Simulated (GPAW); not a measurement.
# zinc-blende (GaP)₁₋ₓ(InP)ₓ at x = 0.125: the P K absorption edge

Aim: the P K edge in zinc-blende (GaP)₁₋ₓ(InP)ₓ at x = 0.125, one member of a composition series.

Calculated with GPAW 26.7.0; X-ray absorption from dipole matrix elements to empty bands, plane-wave PAW LDA.

Most raw output is cut from this account.

**1. Set-up**

The cell holds 16 atoms: 7 Ga, 8 P and 1 In. Its edges and angles: a = 7.783 Å, b = 7.783 Å, c = 7.783 Å, α = 60.0°, β = 60.0°, γ = 60.0°. 16-atom zinc-blende cell, 1 of 8 Ga sites taken by In at random, lattice constants typed for the ends and interpolated (Vegard).

Coordinates:

```cif
data_structure
_symmetry_space_group_name_H-M 'P 1'
_symmetry_Int_Tables_number 1
_cell_length_a 7.7828
_cell_length_b 7.7828
_cell_length_c 7.7828
_cell_angle_alpha 60.000
_cell_angle_beta 60.000
_cell_angle_gamma 60.000
_cell_volume 333.34
loop_
_atom_site_label
_atom_site_type_symbol
_atom_site_fract_x
_atom_site_fract_y
_atom_site_fract_z
_atom_site_occupancy
Ga1 Ga 0.99931 0.00040 0.99952 1
P2 P 0.12582 0.12733 0.12402 1
Ga3 Ga 0.00034 0.00132 0.50022 1
P4 P 0.12234 0.12548 0.62627 1
Ga5 Ga 0.99840 0.49962 0.00026 1
P6 P 0.12809 0.62586 0.12328 1
Ga7 Ga 0.00252 0.49866 0.50128 1
P8 P 0.12232 0.62521 0.62461 1
Ga9 Ga 0.49907 0.00106 0.99635 1
P10 P 0.62580 0.12092 0.12358 1
In11 In 0.50071 0.00269 0.49546 1
P12 P 0.62357 0.12682 0.62685 1
Ga13 Ga 0.49942 0.50096 0.99875 1
P14 P 0.62502 0.62107 0.12721 1
Ga15 Ga 0.49598 0.50326 0.50140 1
P16 P 0.62033 0.62277 0.62659 1
```

**2. Relaxation**

The cell was built by hand, so its atoms are relaxed first: near-edge features follow bond lengths closely.

relax.py reads:

```python
import numpy as np
from ase import Atoms
from ase.parallel import parprint, paropen
from gpaw import GPAW, PW, FermiDirac, Mixer, MixerDif, setup_paths
from ase.optimize import BFGS

atoms = Atoms('GaPGaPGaPGaPGaPInPGaPGaP',
    cell=[[0, 5.50325, 5.50325],
     [5.50325, 0, 5.50325],
     [5.50325, 5.50325, 0]],
    scaled_positions=[[0.999313, 0.000405, 0.999517],
     [0.125822, 0.127333, 0.124015],
     [0.000342, 0.001323, 0.500219],
     [0.122343, 0.125484, 0.626272],
     [0.998404, 0.499622, 0.000263],
     [0.128085, 0.625863, 0.123283],
     [0.002522, 0.498661, 0.501275],
     [0.122317, 0.625208, 0.624612],
     [0.499067, 0.001058, 0.996351],
     [0.625803, 0.120917, 0.123583],
     [0.500714, 0.002695, 0.495456],
     [0.623569, 0.126824, 0.626849],
     [0.49942, 0.500959, 0.998748],
     [0.625018, 0.621072, 0.127207],
     [0.495982, 0.503265, 0.501396],
     [0.620325, 0.622773, 0.626588]],
    pbc=True)
atoms.calc = GPAW(legacy_gpaw=True, mode=PW(400, force_complex_dtype=True), xc='LDA', setups={},
    kpts={'size': (3, 3, 3), 'gamma': True}, occupations=FermiDirac(0.08),
    charge=0, mixer=Mixer(0.1, 5, 50), maxiter=150,
    convergence={'density': 0.0001, 'eigenstates': 1e-6}, txt='relax.txt')
steps = []
opt = BFGS(atoms, logfile='-')
opt.attach(lambda: steps.append([atoms.get_potential_energy(), float(np.linalg.norm(atoms.get_forces(), axis=1).max())]))
done = opt.run(fmax=0.05, steps=30)
out = dict(done=bool(done), steps=steps, frac=atoms.get_scaled_positions().tolist())
import json
with paropen('out.json', 'w') as f:
    json.dump(out, f)
```

On the command line:

```bash
OMP_NUM_THREADS=1 mpirun -n 4 gpaw python relax.py
```

Elapsed: 1.9 min, on 4 MPI ranks of Arm Neoverse V2, shared host; peak memory 0.31 GiB; 7.7 min of CPU time.

In 5 steps the energy fell by 225 meV (energies extrapolated to zero smearing) and the largest force to 0.030 eV/Å. Atom 10 (P; the text counts from 1, the script from 0) is among those that moved most, by 0.09 Å.

**3. Ground state of the crystal**

The ground state comes first: it tells whether the system has a gap, which decides how the excited electron is treated.

scf.py reads:

```python
import numpy as np
from ase import Atoms
from ase.parallel import parprint, paropen
from gpaw import GPAW, PW, FermiDirac, Mixer, MixerDif, setup_paths
from gpaw.test import gen
setup_paths.insert(0, '.')
gen('P', name='nch1s', xcname='LDA', corehole=(1, 0, 0), write_xml=True)
from gpaw.mpi import world
world.barrier()

atoms = Atoms('GaPGaPGaPGaPGaPInPGaPGaP',
    cell=[[0, 5.50325, 5.50325],
     [5.50325, 0, 5.50325],
     [5.50325, 5.50325, 0]],
    scaled_positions=[[0.9999354, 0.0001372, 0.0002026],
     [0.1246345, 0.1255992, 0.1248558],
     [0.9991495, 0.0014148, 0.4998482],
     [0.1114389, 0.129655, 0.6297033],
     [0.9991787, 0.5007744, 0.0004712],
     [0.1252556, 0.6250344, 0.1249557],
     [0.9988115, 0.5000425, 0.4999363],
     [0.12228, 0.626375, 0.6254692],
     [0.4996712, 0.9985934, 0.998683],
     [0.6296324, 0.1283624, 0.1096154],
     [0.5002601, 0.0008592, 0.498251],
     [0.6287231, 0.1308456, 0.6284127],
     [0.5005089, 0.4985989, 0.9995329],
     [0.624078, 0.6238862, 0.1257127],
     [0.4970056, 0.5012683, 0.500895],
     [0.6284919, 0.6120333, 0.6290718]],
    pbc=True)
atoms.calc = calc = GPAW(legacy_gpaw=True, mode=PW(400, force_complex_dtype=True), xc='LDA', setups={1: 'nch1s'},
    kpts={'size': (3, 3, 3), 'gamma': True}, occupations=FermiDirac(0.05),
    charge=0, mixer=Mixer(0.1, 5, 50), maxiter=150,
    convergence={'density': 0.0001, 'eigenstates': 1e-6}, txt='scf.txt')
energy = atoms.get_potential_energy() + calc.get_reference_energy()
ef = calc.get_fermi_level()
out = dict(energy=energy, fermi=ef, forces=atoms.get_forces().tolist())
parprint(f'all-electron energy {energy:.4f} eV, Fermi level {ef:.4f} eV')
ev = np.array([[calc.get_eigenvalues(k, s) for k in range(len(calc.get_ibz_k_points()))] for s in range(calc.get_number_of_spins())])
out['homo'], out['lumo'], out['counts'] = ev[ev < ef].max(), ev[ev > ef].min(), sorted(set((ev < ef).sum((0, 2)).tolist()))
out['filled'] = (ev[:, 0] < ef).sum(1).tolist()
import json
with paropen('out.json', 'w') as f:
    json.dump(out, f)
```

On the command line:

```bash
OMP_NUM_THREADS=1 mpirun -n 4 gpaw python scf.py
```

It took 33 s on 4 MPI ranks; peak memory 0.3 GiB.

The mesh shows a gap of 1.30 eV. The excited electron is kept all the same, so that all members of the series, with or without a gap, are treated alike.

**4. Cell without a hole, the energy reference**

The photon energy needs a difference of total energies, so the cell and mesh of the coming hole run are first run without a hole.

scf.py, as its differences from that of step 3:

```diff
@@ -32,3 +32,3 @@
 atoms.calc = calc = GPAW(legacy_gpaw=True, mode=PW(400, force_complex_dtype=True), xc='LDA', setups={1: 'nch1s'},
-    kpts={'size': (3, 3, 3), 'gamma': True}, occupations=FermiDirac(0.05),
+    kpts={'size': (3, 3, 3), 'gamma': True}, occupations=FermiDirac(0.02),
     charge=0, mixer=Mixer(0.1, 5, 50), maxiter=150,
```

The job ended after 33 s (4 MPI ranks; peak memory 0.3 GiB).

Reference energy: -603753.495 eV with the cores included.

**5. Spectrum with XCH, P atom 2**

The holes are 7.8 Å apart. In GPAW the data set carries the hole's charge, so charge=0 means a charged cell and charge=-1 a neutral one. The excited electron is kept in the cell, where it fills the lowest empty states and screens the hole. After the field has converged, empty bands are computed with the density fixed and the dipole matrix elements are summed.

The absorber has 4 Ga at 2.38 Å (tetrahedral).

xas.py reads:

```python
import numpy as np
from ase import Atoms
from ase.parallel import parprint, paropen
from gpaw import GPAW, PW, FermiDirac, Mixer, MixerDif, setup_paths
from gpaw.test import gen
setup_paths.insert(0, '.')
gen('P', name='fch1s', xcname='LDA', corehole=(1, 0, 1), write_xml=True)
from gpaw.mpi import world
world.barrier()

atoms = Atoms('GaPGaPGaPGaPGaPInPGaPGaP',
    cell=[[0, 5.50325, 5.50325],
     [5.50325, 0, 5.50325],
     [5.50325, 5.50325, 0]],
    scaled_positions=[[0.9999354, 0.0001372, 0.0002026],
     [0.1246345, 0.1255992, 0.1248558],
     [0.9991495, 0.0014148, 0.4998482],
     [0.1114389, 0.129655, 0.6297033],
     [0.9991787, 0.5007744, 0.0004712],
     [0.1252556, 0.6250344, 0.1249557],
     [0.9988115, 0.5000425, 0.4999363],
     [0.12228, 0.626375, 0.6254692],
     [0.4996712, 0.9985934, 0.998683],
     [0.6296324, 0.1283624, 0.1096154],
     [0.5002601, 0.0008592, 0.498251],
     [0.6287231, 0.1308456, 0.6284127],
     [0.5005089, 0.4985989, 0.9995329],
     [0.624078, 0.6238862, 0.1257127],
     [0.4970056, 0.5012683, 0.500895],
     [0.6284919, 0.6120333, 0.6290718]],
    pbc=True)
atoms.calc = calc = GPAW(legacy_gpaw=True, mode=PW(400, force_complex_dtype=True), xc='LDA', setups={1: 'fch1s'},
    kpts={'size': (3, 3, 3), 'gamma': True}, occupations=FermiDirac(0.04),
    charge=-1, mixer=Mixer(0.1, 5, 50), maxiter=150,
    convergence={'density': 0.0001, 'eigenstates': 1e-6}, txt='scf.txt')
energy = atoms.get_potential_energy() + calc.get_reference_energy()
ef = calc.get_fermi_level()
out = dict(energy=energy, fermi=ef, forces=atoms.get_forces().tolist())
parprint(f'all-electron energy {energy:.4f} eV, Fermi level {ef:.4f} eV')
ev = np.array([[calc.get_eigenvalues(k, s) for k in range(len(calc.get_ibz_k_points()))] for s in range(calc.get_number_of_spins())])
out['homo'], out['lumo'], out['counts'] = ev[ev < ef].max(), ev[ev > ef].min(), sorted(set((ev < ef).sum((0, 2)).tolist()))
out['filled'] = (ev[:, 0] < ef).sum(1).tolist()

from ase.units import Ha
from gpaw.xas import dipole_matrix_elements
nb = int(calc.get_number_of_electrons() / 2) + 171
top, nb = nb, nb + 8 + nb // 12
nscf = calc.fixed_density(kpts={'size': (4, 4, 4), 'gamma': True}, nbands=nb,
    convergence={'bands': top, 'eigenstates': 5e-3}, maxiter=60, txt='nscf.txt')
cell = atoms.cell.array
ops = [cell.T @ U.T @ np.linalg.inv(cell.T) for U in nscf.wfs.kd.symmetry.op_scc]
filled = [37]  # bands filled in the ground state, by spin
E = np.arange(-6, 30, 0.1)
fwhm = np.interp(E, [4, 25], [0.9, 3.5])
Y, X, zero, highest = 0, 0, 1e9, 1e9
for spin in range(nscf.get_number_of_spins()):
    wfs = nscf.wfs
    mine = wfs.bd.get_slice()  # this rank's bands
    A = dipole_matrix_elements(wfs.setups[1])
    eps = np.zeros((wfs.kd.nibzkpts, nb))
    d = np.zeros((3, A.shape[1], wfs.kd.nibzkpts, nb), complex)
    for kpt in wfs.kpt_u:
        if kpt.s == spin and 1 in kpt.P_ani:
            eps[kpt.k, mine] = kpt.eps_n * Ha
            d[:, :, kpt.k, mine] = (kpt.weight * wfs.nspins / 2) ** 0.5 * np.inner(A, kpt.P_ani[1])
    world.sum(eps)
    world.sum(d)
    T = np.einsum('amkn,bmkn->abkn', d, d.conj()).real
    T = sum(np.einsum('ai,ijkn,bj->abkn', R, T, R) for R in ops) / len(ops)
    empty = np.ones_like(eps, bool) & (np.arange(nb) >= filled[spin])
    zero, highest = min(zero, eps[empty].min()), min(highest, eps[:, top - 1].min())
    lines = [(eps, T, empty)] if spin == 0 else lines + [(eps, T, empty)]
for eps, T, empty in lines:
    f = np.einsum('aakn->akn', T).reshape(3, -1)
    x = eps.ravel() - zero
    w = np.interp(x, E, fwhm) / 2.35482
    g = np.exp(-0.5 * ((E[:, None] - x) / w) ** 2) / (w * (2 * np.pi) ** 0.5)
    Y = Y + (f * empty.ravel()) @ g.T
    X = X + (f * ~empty.ravel()) @ g.T
out.update(E=E.round(2).tolist(), xas=Y.tolist(), xes=X.tolist(), zero=zero, valid=highest - zero, nk=len(eps), nb=nb)
for i in range(0, len(E), 10):
    parprint(f'{E[i]:7.2f}', *(f'{v:10.3e}' for v in Y[:, i]))
import json
with paropen('out.json', 'w') as f:
    json.dump(out, f)
```

On the command line:

```bash
OMP_NUM_THREADS=1 mpirun -n 4 gpaw python xas.py
```

It took 4.7 min on 4 MPI ranks; peak memory 0.67 GiB.

The P K spectrum, P atom 2, excited-electron core hole (neutral cell) (energy from the bottom of the conduction band, which holds the excited electron; intensity scaled to a mean of 1 over the first 20 eV):

| E (eV) | isotropic | ε ∥ x | ε ∥ z |
| --- | --- | --- | --- |
| -2.0 | 0.00 | 0.00 | 0.00 |
| -1.5 | 0.00 | 0.00 | 0.00 |
| -1.0 | 0.00 | 0.00 | 0.00 |
| -0.5 | 0.00 | 0.00 | 0.00 |
| 0.0 | 0.06 | 0.06 | 0.06 |
| 0.5 | 0.38 | 0.38 | 0.38 |
| 1.0 | 1.18 | 1.18 | 1.19 |
| 1.5 | 1.65 | 1.64 | 1.65 |
| 2.0 | 1.39 | 1.38 | 1.39 |
| 2.5 | 1.24 | 1.24 | 1.24 |
| 3.0 | 1.09 | 1.10 | 1.09 |
| 3.5 | 1.85 | 1.87 | 1.84 |
| 4.0 | 2.29 | 2.33 | 2.28 |
| 4.5 | 1.47 | 1.48 | 1.46 |
| 5.0 | 1.09 | 1.09 | 1.09 |
| 5.5 | 0.89 | 0.89 | 0.89 |
| 6.0 | 0.99 | 0.99 | 0.99 |
| 6.5 | 1.41 | 1.42 | 1.41 |
| 7.0 | 1.52 | 1.52 | 1.52 |
| 7.5 | 1.18 | 1.17 | 1.18 |
| 8.0 | 0.99 | 0.98 | 0.99 |
| 8.5 | 1.02 | 1.01 | 1.02 |
| 9.0 | 0.99 | 0.99 | 0.99 |
| 9.5 | 0.86 | 0.86 | 0.86 |
| 10.0 | 0.75 | 0.75 | 0.75 |
| 10.5 | 0.70 | 0.70 | 0.70 |
| 11.0 | 0.72 | 0.72 | 0.72 |
| 11.5 | 0.77 | 0.77 | 0.77 |
| 12.0 | 0.82 | 0.82 | 0.82 |
| 12.5 | 0.88 | 0.88 | 0.88 |
| 13.0 | 0.93 | 0.94 | 0.93 |
| 13.5 | 0.96 | 0.97 | 0.96 |
| 14.0 | 0.94 | 0.95 | 0.94 |
| 14.5 | 0.88 | 0.89 | 0.88 |
| 15.0 | 0.82 | 0.83 | 0.82 |
| 15.5 | 0.79 | 0.79 | 0.79 |
| 16.0 | 0.78 | 0.78 | 0.78 |
| 16.5 | 0.78 | 0.79 | 0.78 |
| 17.0 | 0.79 | 0.79 | 0.79 |
| 17.5 | 0.78 | 0.78 | 0.78 |
| 18.0 | 0.75 | 0.75 | 0.75 |
| 18.5 | 0.72 | 0.72 | 0.73 |
| 19.0 | 0.71 | 0.71 | 0.71 |
| 19.5 | 0.71 | 0.71 | 0.71 |
| 20.0 | 0.72 | 0.72 | 0.72 |
| 20.5 | 0.72 | 0.72 | 0.72 |
| 21.0 | 0.71 | 0.71 | 0.71 |
| 21.5 | 0.69 | 0.69 | 0.69 |
| 22.0 | 0.68 | 0.68 | 0.68 |
| 22.5 | 0.68 | 0.68 | 0.68 |
| 23.0 | 0.70 | 0.70 | 0.70 |
| 23.5 | 0.75 | 0.75 | 0.75 |
| 24.0 | 0.80 | 0.80 | 0.81 |
| 24.5 | 0.85 | 0.85 | 0.85 |
| 25.0 | 0.87 | 0.87 | 0.87 |
| 25.5 | 0.87 | 0.87 | 0.87 |
| 26.0 | 0.84 | 0.84 | 0.84 |

Main maxima below 24 eV (height): 1.5 eV (1.65), 3.9 eV (2.35), 6.8 eV (1.55) and 13.6 eV (0.96). A K edge sees empty p states on the absorber.

The total-energy difference is 2147.25 eV. One term is added: -15.84 eV, since the hole is spin-paired here and a spin-polarised one costs that much less in the free atom (computed apart). The photon energy is then 2131.41 eV. The functional leaves an error in such absolute values: in the free atom LDA prices this hole 8.5 eV below PBE (computed apart), and PBE is itself good to a few eV.

**6. Cell without a hole, the energy reference**

The absorbing element, whose data set is made anew, changes for the next run, so it gets a reference energy of its own.

scf.py, as its differences from that of step 4:

```diff
@@ -6,3 +6,3 @@
 setup_paths.insert(0, '.')
-gen('P', name='nch1s', xcname='LDA', corehole=(1, 0, 0), write_xml=True)
+gen('Ga', name='nch1s', xcname='LDA', corehole=(1, 0, 0), write_xml=True)
 from gpaw.mpi import world
@@ -31,3 +31,3 @@
     pbc=True)
-atoms.calc = calc = GPAW(legacy_gpaw=True, mode=PW(400, force_complex_dtype=True), xc='LDA', setups={1: 'nch1s'},
+atoms.calc = calc = GPAW(legacy_gpaw=True, mode=PW(400, force_complex_dtype=True), xc='LDA', setups={0: 'nch1s'},
     kpts={'size': (3, 3, 3), 'gamma': True}, occupations=FermiDirac(0.02),
```

On the command line:

```bash
OMP_NUM_THREADS=1 mpirun -n 4 gpaw python scf.py
```

Run time: 34 s. Hardware: 4 MPI ranks; peak memory 0.3 GiB.

Reference energy: -603753.495 eV with the cores included.

**7. Spectrum with XCH, Ga atom 1**

The holes are 7.8 Å apart. The excited electron is kept in the cell, where it fills the lowest empty states and screens the hole. After the field has converged, empty bands are computed with the density fixed and the dipole matrix elements are summed.

The absorber has 2 P at 2.36 Å and 2 P at 2.38 Å (tetrahedral).

xas.py, as its differences from that of step 5:

```diff
@@ -6,3 +6,3 @@
 setup_paths.insert(0, '.')
-gen('P', name='fch1s', xcname='LDA', corehole=(1, 0, 1), write_xml=True)
+gen('Ga', name='fch1s', xcname='LDA', corehole=(1, 0, 1), write_xml=True)
 from gpaw.mpi import world
@@ -31,3 +31,3 @@
     pbc=True)
-atoms.calc = calc = GPAW(legacy_gpaw=True, mode=PW(400, force_complex_dtype=True), xc='LDA', setups={1: 'fch1s'},
+atoms.calc = calc = GPAW(legacy_gpaw=True, mode=PW(400, force_complex_dtype=True), xc='LDA', setups={0: 'fch1s'},
     kpts={'size': (3, 3, 3), 'gamma': True}, occupations=FermiDirac(0.04),
@@ -53,3 +53,3 @@
 E = np.arange(-6, 30, 0.1)
-fwhm = np.interp(E, [4, 25], [0.9, 3.5])
+fwhm = np.interp(E, [4, 25], [1.82, 3.5])
 Y, X, zero, highest = 0, 0, 1e9, 1e9
@@ -58,3 +58,3 @@
     mine = wfs.bd.get_slice()  # this rank's bands
-    A = dipole_matrix_elements(wfs.setups[1])
+    A = dipole_matrix_elements(wfs.setups[0])
     eps = np.zeros((wfs.kd.nibzkpts, nb))
@@ -62,5 +62,5 @@
     for kpt in wfs.kpt_u:
-        if kpt.s == spin and 1 in kpt.P_ani:
+        if kpt.s == spin and 0 in kpt.P_ani:
             eps[kpt.k, mine] = kpt.eps_n * Ha
-            d[:, :, kpt.k, mine] = (kpt.weight * wfs.nspins / 2) ** 0.5 * np.inner(A, kpt.P_ani[1])
+            d[:, :, kpt.k, mine] = (kpt.weight * wfs.nspins / 2) ** 0.5 * np.inner(A, kpt.P_ani[0])
     world.sum(eps)
```

On the command line:

```bash
OMP_NUM_THREADS=1 mpirun -n 4 gpaw python xas.py
```

The job ended after 4.7 min (4 MPI ranks; peak memory 0.67 GiB; 19 min of CPU time).

The Ga K spectrum, Ga atom 1, excited-electron core hole (neutral cell) (energy from the bottom of the conduction band, which holds the excited electron; intensity scaled to a mean of 1 over the first 20 eV):

| E (eV) | isotropic | ε ∥ x | ε ∥ y |
| --- | --- | --- | --- |
| -2.00 | 0.00 | 0.00 | 0.00 |
| -1.25 | 0.01 | 0.01 | 0.00 |
| -0.50 | 0.05 | 0.05 | 0.04 |
| 0.25 | 0.21 | 0.23 | 0.17 |
| 1.00 | 0.53 | 0.57 | 0.45 |
| 1.75 | 0.90 | 0.94 | 0.81 |
| 2.50 | 1.23 | 1.25 | 1.19 |
| 3.25 | 1.57 | 1.56 | 1.58 |
| 4.00 | 1.74 | 1.73 | 1.78 |
| 4.75 | 1.50 | 1.48 | 1.53 |
| 5.50 | 1.11 | 1.10 | 1.14 |
| 6.25 | 0.92 | 0.91 | 0.94 |
| 7.00 | 0.94 | 0.93 | 0.94 |
| 7.75 | 0.96 | 0.95 | 0.96 |
| 8.50 | 0.91 | 0.91 | 0.92 |
| 9.25 | 0.92 | 0.91 | 0.95 |
| 10.00 | 1.03 | 1.02 | 1.06 |
| 10.75 | 1.12 | 1.12 | 1.14 |
| 11.50 | 1.12 | 1.13 | 1.12 |
| 12.25 | 1.06 | 1.07 | 1.04 |
| 13.00 | 1.01 | 1.02 | 0.99 |
| 13.75 | 0.99 | 1.00 | 0.98 |
| 14.50 | 0.96 | 0.96 | 0.95 |
| 15.25 | 0.91 | 0.91 | 0.91 |
| 16.00 | 0.89 | 0.88 | 0.90 |
| 16.75 | 0.90 | 0.89 | 0.92 |
| 17.50 | 0.89 | 0.88 | 0.91 |
| 18.25 | 0.83 | 0.82 | 0.86 |
| 19.00 | 0.77 | 0.76 | 0.79 |
| 19.75 | 0.75 | 0.74 | 0.77 |
| 20.50 | 0.77 | 0.77 | 0.78 |
| 21.25 | 0.79 | 0.79 | 0.81 |
| 22.00 | 0.79 | 0.78 | 0.81 |
| 22.75 | 0.76 | 0.75 | 0.78 |
| 23.50 | 0.73 | 0.73 | 0.74 |
| 24.25 | 0.73 | 0.73 | 0.72 |
| 25.00 | 0.76 | 0.77 | 0.74 |
| 25.75 | 0.80 | 0.82 | 0.77 |

Main maxima below 25 eV (height): 4.0 eV (1.74), 7.6 eV (0.96), 11.0 eV (1.14) and 21.6 eV (0.80). 

The energy difference (zero at 10381 eV) isn't read as a photon energy: for so heavy an absorber the terms left out (the hole's spin, the functional's error) amount to tens of eV or more.

**8. Summary of results**

```yaml
absorber_and_edge: P K, atom 2 of the ground-state input (counted from 1)
surroundings: 4 Ga at 2.38 Å (tetrahedral)
highest_intensity_below_16_ev: 3.9 eV above the zero, height 2.35
photon_energy_of_the_zero_with_the_added_terms: 2131.4 eV (raw 2147.2 eV; LDA puts this hole about 8 eV below PBE, itself good to a few eV)
```

**Reading.** The P K edge of atom 2, with 4 Ga at 2.38 Å (tetrahedral), has its highest intensity of the first 16 eV at 3.9 eV above the zero, near 2135 eV in photon energy (LDA puts this hole about 8 eV below PBE, itself good to a few eV), 2.4 times the mean level of the first 20 eV (Gaussian full width 0.9 eV up to 4 eV, rising linearly to 3.5 eV at 25 eV). The mesh is coarse (0.25 Å⁻¹ between points), so small maxima may be mesh ripples.

[Logs are printed without paths, hosts, clocks, repeated set-up lines and the standing remarks that a program may print on its own settings, such as how far it seeks lower states.]

[Hosts, paths, dates, database ids (printed as entryN), source tags and the programs' standing remarks are cut or masked in the printed files.]

[Lists of maxima count a maximum above −3 eV only where it reaches 4 % of the highest in the window and stands out from its surroundings by 2 % of it (1.5 % where it reaches 55 %); shoulders and weaker maxima are passed over, and of the rest the first, up to two pre-edge ones and the few strongest are named.]
